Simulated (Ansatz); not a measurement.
# How fast states decay through LaAgSeO, part 3 of 3

Aim: relax a made-up compound, LaAgSeO, and see how good a tunnel barrier it would be. It is built by putting Se for part of the O in the LaAgO2 structure of space group P6_3/mmc, with the volume rescaled by atomic radii. The parent structure comes from the Materials Project.

Ansatz 0.2.0; PBE DFT, plane waves, PAW files (the session's first sound run).

So far, decay constant at the filling level, zone centre (Å⁻¹): step 4 (decaying states in the gap) 0.185.

The structure was built from a prototype and need not be the compound's stable phase.

**7. Complex bands at another level**

This step: PBEsol DFT, plane waves, PAW files; complex bands by layer matching along the plane's normal (Ansatz 0.2.0).

The complex bands at that level, over its own gap, at (0, 0) and (0.5, 0).

Input file input.yaml:

```yaml
crystal:
  lattice:
    - [4.084209773, 0.0, 0.0]
    - [2.042104886, 3.537029417, 0.0]
    - [0.0, 0.0, 14.237010533]
  atoms:
    - { symbol: La, position: [0.0, 0.0, 0.9682921558] }
    - { symbol: La, position: [0.0, 0.0, 0.4682921558] }
    - { symbol: Ag, position: [0.6666666667, 0.6666666667, 0.2679203472] }
    - { symbol: Ag, position: [0.3333333333, 0.3333333333, 0.7679203472] }
    - { symbol: Se, position: [0.6666666667, 0.6666666667, 0.0979341796] }
    - { symbol: O, position: [0.6666666667, 0.6666666667, 0.4158533174] }
    - { symbol: Se, position: [0.3333333333, 0.3333333333, 0.5979341796] }
    - { symbol: O, position: [0.3333333333, 0.3333333333, 0.9158533174] }
kpoints:
  mp_grid: { grid: [6, 6, 2] }
scf:
  occupations: { method: fixed }
hamiltonian:
  xc: pbesol
output:
  eigenvalues: true
  transmission:
    leads: [[0, 0]]
    kpoints: [[0.0, 0.0], [0.5, 0.0]]
    e_range: [-1.0, 2.09]
    de: 0.05
```

The run is started by

```bash
> ansatz run input.yaml --threads 2 --pin off --max-ram 4096MiB --backend cpu --events-out ev --progress --plain --runs-dir out
```

Numbers of over 12 decimals in the logs are rounded to 6 here.

The program printed:

```text
[...]
Crystal: 8 atoms, lattice volume = 205.667 Å³
Basis set: ecut = 420 eV, 4007 PW (Γ)
Bands: 63, of which v1, the nominal top of the filled ones, is band 52 counted from 1 (51 counted from 0)
Symmetry: 12 space group operations
[...]
k-points: 14 of 72
[...]
SCF iter   1: F=—  HF=-39344.887558 eV  |F-HF|=—  |Δ(HF+E_count)|=         —  Δρ=1.02e-2  dr2=2.27e-1  ethr=1.77e-3  ⟨swp⟩=5.2  Hψ=2639  notcnv=0  defer=117
[...]
SCF iter   9: F=-39344.846925 eV  HF=-39344.846925 eV  |F-HF|=2.44e-8  |Δ(HF+E_count)|=   7.08e-8  Δρ=2.72e-6  dr2=2.41e-8  ethr=9.62e-11  ⟨swp⟩=12.3  Hψ=3910  notcnv=0
SCF 1 converged in 9 iterations: F = -39344.846925 eV  dr2 = 2.41e-8
[...]
transmission: 18 of 36 steps passed
transmission: 36 of 36 steps passed
SCF converged after 9 iterations
Free energy (F): -39344.846925 eV
[...]
Internal energy: -39344.846925 eV  (E = F + TS)
E sigma→0 (E₀):  -39344.846925 eV
Fermi energy:    7.700220 eV
[...]
--- Band table (eV; the first three rows and the last of 14) ---
  k-point 0: bands = [... 48 lower, 7.4770, 7.4770, 7.7002, 7.7002, 8.7849, 9.6457, 10.4734, 10.6946, ... 7 higher]
  k-point 1: bands = [... 48 lower, 7.5908, 7.5908, 7.5908, 7.5908, 9.2593, 9.2593, 10.5574, 10.5574, ... 7 higher]
  k-point 2: bands = [... 48 lower, 6.9531, 7.0958, 7.3281, 7.5384, 9.1869, 9.6301, 10.4188, 10.6414, ... 7 higher]
  k-point 13: bands = [... 48 lower, 6.4266, 6.4266, 6.6155, 6.6155, 9.9438, 9.9438, 10.3501, 10.3501, ... 7 higher]
--- Transmission ---
  basis      : 121 plane waves across, 18 finite elements along
  points     : 2, as listed
[...]
channels       : 0.000000e0 a spin
[...]
slowest decay  : 0.1773 /Å at (0.0000, 0.0000)
```

Wall time 18 s (2 threads of Arm Neoverse V2, shared host); peak memory 0.66 GiB; 36 s of CPU time.

Numbers from this step:

```
free energy                                               : -39344.8469 eV
level to which the leads are filled                       : 0.5424 eV from the Fermi level
decay constant at the filling level, zone centre          : 0.1773 Å⁻¹
decay constant at the filling level, slowest listed point : 0.1773 Å⁻¹
```

K parallel (0, 0); values up to 1.266 1/Å, a degenerate pair printed once or twice; energies at which all values exceed this have no row. Im kz of the slowest decaying states against energy, zero at the highest filled level on the SCF mesh:

```tsv
energy (eV)	decay 1 (Å⁻¹)	decay 2 (Å⁻¹)	decay 3 (Å⁻¹)	decay 4 (Å⁻¹)
-1.00	0.232	0.351	0.696	1.10
-0.90	0.234	0.340	0.697	1.10
-0.75	0.237	0.318	0.697	1.10
-0.65	0.238	0.299	0.697	1.09
-0.50	0.237	0.258	0.695	1.09
-0.40	0.217	0.236	0.694	1.09
-0.25	0.0930	0.233	0.692	1.08
-0.15	0.229	0.691	1.08	1.15
0.00	0.00557	0.223	0.688	1.08
0.10	0.180	0.217	0.685	1.07
0.20	0.211	0.243	0.683	1.07
0.35	0.199	0.303	0.678	1.06
0.45	0.189	0.332	0.675	1.06
0.60	0.171	0.367	0.670	1.05
0.70	0.156	0.386	0.666	1.05
0.85	0.126	0.410	0.660	1.04
0.95	0.0976	0.424	0.656	1.02
1.05	0.0507	0.436	0.652	1.01
1.20	0.452	0.645	0.984	1.02
1.30	0.462	0.640	0.967	1.02
1.45	0.474	0.633	0.941	1.01
1.55	0.480	0.628	0.921	1.00
1.70	0.489	0.622	0.889	0.993
1.80	0.494	0.618	0.864	0.986
1.95	0.0238	0.500	0.616	0.818
2.05	0.112	0.503	0.620	0.778
```

K parallel (0.5, 0); values up to 1.266 1/Å, a degenerate pair printed once or twice; energies at which all values exceed this have no row. The Im kz of the slowest decaying states by energy, zero at the highest filled level on the SCF mesh:

```tsv
energy (eV)	decay 1 (Å⁻¹)	decay 2 (Å⁻¹)	decay 3 (Å⁻¹)	decay 4 (Å⁻¹)
-1.000	0.318	0.334	0.499	1.13
-0.800	0.277	0.344	0.501	0.535
-0.600	0.365	0.435	0.622	1.18
-0.400	0.270	0.380	0.416	0.651
-0.200	0.392	0.404	0.419	0.667
0.000	0.392	0.400	0.516	0.676
0.200	0.380	0.405	0.601	0.681
0.400	0.365	0.408	0.683	0.692
0.600	0.348	0.409	0.682	0.838
0.800	0.327	0.407	0.680	0.938
1.000	0.301	0.403	0.676	0.944
1.200	0.267	0.398	0.670	0.774
1.400	0.220	0.390	0.663	0.716
1.600	0.139	0.380	0.654	0.676
1.800	0.369	0.643	0.644	-
2.000	0.359	0.613	0.633	1.17
```

At the listed wavevectors the last open channel is at -0.05 eV and the next at +1.10 eV on the grid. At +0.55 eV, the grid energy nearest the filling level (the middle of the gap on the SCF mesh), the slowest state at the listed wavevectors decays with κ = 0.177 Å⁻¹, its amplitude falling by e over 5.6 Å; the first such run, plane (001), gave 0.185 Å⁻¹.

**8. The same cell, other settings: hamiltonian.xc = "lda" and scf.n_extra_bands = 32**

This step: LDA DFT, plane waves, PAW files; complex bands by layer matching along the plane's normal; changed: hamiltonian.xc = "lda", scf.n_extra_bands = 32 (Ansatz 0.2.0).

This run repeats an earlier one, its twin (the complex run, plane (001)), with two settings changed (hamiltonian.xc, scf.n_extra_bands; files written aside). It is meant to test how much rests on the functional and whether the numerical route changes the result or only the time. Where the input is shown as a difference, that is against the step before, not the twin.

Changes to input.yaml since step 7:

```diff
@@ -18,4 +18,5 @@
   occupations: { method: fixed }
+  n_extra_bands: 32
 hamiltonian:
-  xc: pbesol
+  xc: lda
 output:
@@ -25,3 +26,3 @@
     kpoints: [[0.0, 0.0], [0.5, 0.0]]
-    e_range: [-1.0, 2.09]
+    e_range: [-1.0, 2.18]
     de: 0.05
```

The program printed:

```text
[...]
Crystal: 8 atoms, lattice volume = 205.667 Å³
Basis set: ecut = 420 eV, 4007 PW (Γ)
Bands: 84, of which v1, the nominal top of the filled ones, is band 52 counted from 1 (51 counted from 0)
Symmetry: 12 space group operations
[...]
k-points: 14 of 72
[...]
SCF iter   1: F=—  HF=-38953.093404 eV  |F-HF|=—  |Δ(HF+E_count)|=         —  Δρ=1.18e-2  dr2=3.03e-1  ethr=1.77e-3  ⟨swp⟩=4.0  Hψ=3283  notcnv=0  defer=392
[...]
SCF iter   9: F=-38953.033120 eV  HF=-38953.033120 eV  |F-HF|=2.52e-9  |Δ(HF+E_count)|=   4.56e-8  Δρ=1.71e-6  dr2=8.71e-9  ethr=9.62e-11  ⟨swp⟩=3.0  Hψ=1986  notcnv=0
SCF 1 converged in 9 iterations: F = -38953.033120 eV  dr2 = 8.71e-9
[...]
transmission: 18 of 36 steps passed
transmission: 36 of 36 steps passed
SCF converged after 9 iterations
Free energy (F): -38953.033120 eV
[...]
Internal energy: -38953.033120 eV  (E = F + TS)
E sigma→0 (E₀):  -38953.033120 eV
Fermi energy:    7.504174 eV
[...]
--- Band table (eV; the first three rows and the last of 14) ---
  k-point 0: bands = [... 48 lower, 7.2838, 7.2838, 7.5042, 7.5042, 8.5299, 9.3916, 10.1988, 10.4127, ... 28 higher]
  k-point 1: bands = [... 48 lower, 7.3961, 7.3961, 7.3961, 7.3961, 9.0050, 9.0050, 10.2802, 10.2802, ... 28 higher]
  k-point 2: bands = [... 48 lower, 6.7575, 6.8982, 7.1361, 7.3436, 8.9333, 9.3783, 10.1509, 10.3697, ... 28 higher]
  k-point 13: bands = [... 48 lower, 6.2118, 6.2118, 6.4197, 6.4197, 9.6831, 9.6831, 10.0941, 10.0941, ... 28 higher]
--- Transmission ---
  basis      : 121 plane waves across, 18 finite elements along
  points     : 2, as listed
[...]
channels       : 0.000000e0 a spin
[...]
slowest decay  : 0.1757 /Å at (0.0000, 0.0000)
```

Wall time 21 s (2 threads); peak memory 0.65 GiB; 41 s of CPU time.

This step gave:

```
free energy                                               : -38953.0331 eV
Fermi energy                                              : 7.504 eV
gap on the k-mesh                                         : 1.026 eV
level to which the leads are filled                       : 0.5128 eV from the Fermi level
decay constant at the filling level, zone centre          : 0.1757 Å⁻¹
decay constant at the filling level, slowest listed point : 0.1757 Å⁻¹
```

K parallel (0, 0); values up to 1.266 1/Å, a degenerate pair printed once or twice; energies at which all values exceed this have no row. Im kz of the slowest decaying states against energy, zero at the highest filled level on the SCF mesh:

```tsv
energy (eV)	decay 1 (Å⁻¹)	decay 2 (Å⁻¹)	decay 3 (Å⁻¹)	decay 4 (Å⁻¹)
-1.00	0.231	0.354	0.695	1.10
-0.85	0.234	0.336	0.695	1.09
-0.70	0.236	0.311	0.695	1.09
-0.55	0.236	0.276	0.694	1.09
-0.35	0.192	0.232	0.692	1.08
-0.20	0.228	0.689	1.08	1.15
-0.05	0.221	0.686	1.07	1.14
0.00	0.0066	0.219	0.685	1.07
0.10	0.181	0.213	0.683	1.07
0.25	0.202	0.267	0.679	1.06
0.40	0.187	0.320	0.674	1.06
0.60	0.162	0.368	0.668	1.05
0.75	0.135	0.396	0.662	1.04
0.90	0.0944	0.418	0.656	1.02
1.05	0.437	0.650	0.998	1.03
1.20	0.453	0.643	0.974	1.02
1.35	0.466	0.637	0.947	1.01
1.50	0.478	0.631	0.918	1.00
1.70	0.489	0.624	0.871	0.990
1.85	0.496	0.623	0.826	0.981
2.00	0.116	0.501	0.636	0.759
2.15	0.183	0.505	0.664	0.962
```

K parallel (0.5, 0); values up to 1.266 1/Å, a degenerate pair printed once or twice; energies at which all values exceed this have no row. Table of Im kz of the slowest decaying states by energy, zero at the highest filled level on the SCF mesh:

```tsv
energy (eV)	decay 1 (Å⁻¹)	decay 2 (Å⁻¹)	decay 3 (Å⁻¹)	decay 4 (Å⁻¹)
-1.00	0.313	0.341	0.502	1.13
-0.85	0.305	0.335	0.475	0.556
-0.75	0.260	0.347	0.442	0.602
-0.60	0.362	0.421	0.635	1.18
-0.50	0.0567	0.371	0.413	0.649
-0.35	0.322	0.381	0.404	0.662
-0.25	0.387	0.395	0.399	0.669
-0.10	0.391	0.394	0.477	0.676
0.00	0.385	0.398	0.524	0.679
0.15	0.376	0.402	0.591	0.682
0.25	0.369	0.404	0.636	0.683
0.40	0.358	0.406	0.684	0.713
0.50	0.349	0.406	0.684	0.782
0.65	0.335	0.406	0.683	0.932
0.75	0.324	0.405	0.681	0.936
0.90	0.305	0.402	0.678	0.941
1.00	0.290	0.400	0.676	0.847
1.15	0.264	0.396	0.672	0.766
1.25	0.242	0.392	0.668	0.735
1.40	0.200	0.386	0.663	0.699
1.50	0.160	0.382	0.659	0.680
1.65	0.374	0.652	0.655	1.26
1.75	0.369	0.639	0.647	-
1.90	0.362	0.617	0.640	1.19
2.00	0.362	0.602	0.636	1.14
2.15	0.167	0.400	0.579	0.643
```

The least decay constant is 0.176 Å⁻¹ against 0.185 Å⁻¹ in the twin: a change of -5 %.

**9. What came out**

```yaml
band_gap: 1.18 eV
least_decay_constant_at_mid_gap_normal_to_001: 0.185 Å⁻¹
least_decay_constant_on_a_mesh_normal_to_001: 0.186 Å⁻¹
least_decay_constant_pbesol: 0.177 Å⁻¹
```

**Reading.** With PBE, the slowest decay at the wavevectors tried is κ = 0.185 Å⁻¹, normal to (001). Through such a film the transmission near mid-gap falls as exp(−2κd), a factor of ten every 6.2 Å. A free electron under a barrier of half the gap would need a mass of 0.22 mₑ to decay at this rate. With PBEsol the gap goes from 1.18 to 1.09 eV and the decay constant, over the first 2 listed wavevectors, from 0.185 to 0.177 Å⁻¹. The compound is made up by substitution; its stability against other phases and against distortions of the cell's symmetry was not tested. A semilocal functional narrows gaps, so real decay constants are likely larger.

[Logs are printed without paths, hosts, clocks, repeated set-up lines and the standing remarks that a program may print on its own settings, such as how far it seeks lower states.]

[Hosts, paths, dates, database ids (printed as entryN), source tags and the programs' standing remarks are cut or masked in the printed files.]
